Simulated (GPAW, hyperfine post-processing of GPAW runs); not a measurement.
# Ba2MgMn2O6: isotropic lines and sites in a paramagnetic 25Mg spectrum

Calculated values: DFT, revPBE+U, plane-wave PAW, GPAW setups, collinear spin, scalar-relativistic (GPAW), contact and point-dipole shifts scaled to 340 K with Θ = 0 K (a pure Curie law); spin-only moments, above the ordering temperature.

```cif
data_structure
_symmetry_space_group_name_H-M 'P 1'
_symmetry_Int_Tables_number 1
_cell_length_a 5.7229
_cell_length_b 5.7993
_cell_length_c 6.0822
_cell_angle_alpha 63.257
_cell_angle_beta 85.485
_cell_angle_gamma 72.497
_cell_volume 171.54
loop_
_atom_site_label
_atom_site_type_symbol
_atom_site_fract_x
_atom_site_fract_y
_atom_site_fract_z
_atom_site_occupancy
Ba1 Ba 0.35378 0.77103 0.61748 1
Ba2 Ba 0.69986 0.30024 0.37875 1
Mn3 Mn 0.01060 0.86184 0.08692 1
Mn4 Mn 0.49178 0.03658 0.97638 1
Mg5 Mg 0.97744 0.40496 0.85178 1
O6 O 0.26647 0.27158 0.68475 1
O7 O 0.69284 0.28641 0.84187 1
O8 O 0.09727 0.10229 0.19065 1
O9 O 0.91178 0.75496 0.85421 1
O10 O 0.71371 0.83366 0.27711 1
O11 O 0.35947 0.73060 0.06303 1
```

25Mg MAS at 9.4 T (24.5 MHz), 30 kHz, 340 K; contact and dipolar shift alone, no orbital or quadrupolar part; lines under 1.5 % of the strongest are left out. NMR lines, with heights relative to the strongest:

```csv
position (ppm),intensity
1270.6,10
2494.2,100
3717.7,9.0
4941.3,1.8
```

Q: Find the isotropic shifts among the lines and assign them to the Mg sites.

Sidebands are spaced by 1224 ppm (the spinning rate over the resonance of 24.5 MHz). An isotropic line need not be the tallest: it is the area-weighted centre of its own family of sidebands, and the one that stays put when the rate is changed. Isotropic shifts: 2494 ppm for atom 5 (4 Mn through links of 77 to 153° (5)), reduced anisotropy 1314 ppm.

[Logs are printed without paths, hosts, clocks, repeated set-up lines and the standing remarks that a program may print on its own settings, such as how far it seeks lower states.]

[Hosts, paths, dates, database ids (printed as entryN), source tags and the programs' standing remarks are cut or masked in the printed files.]
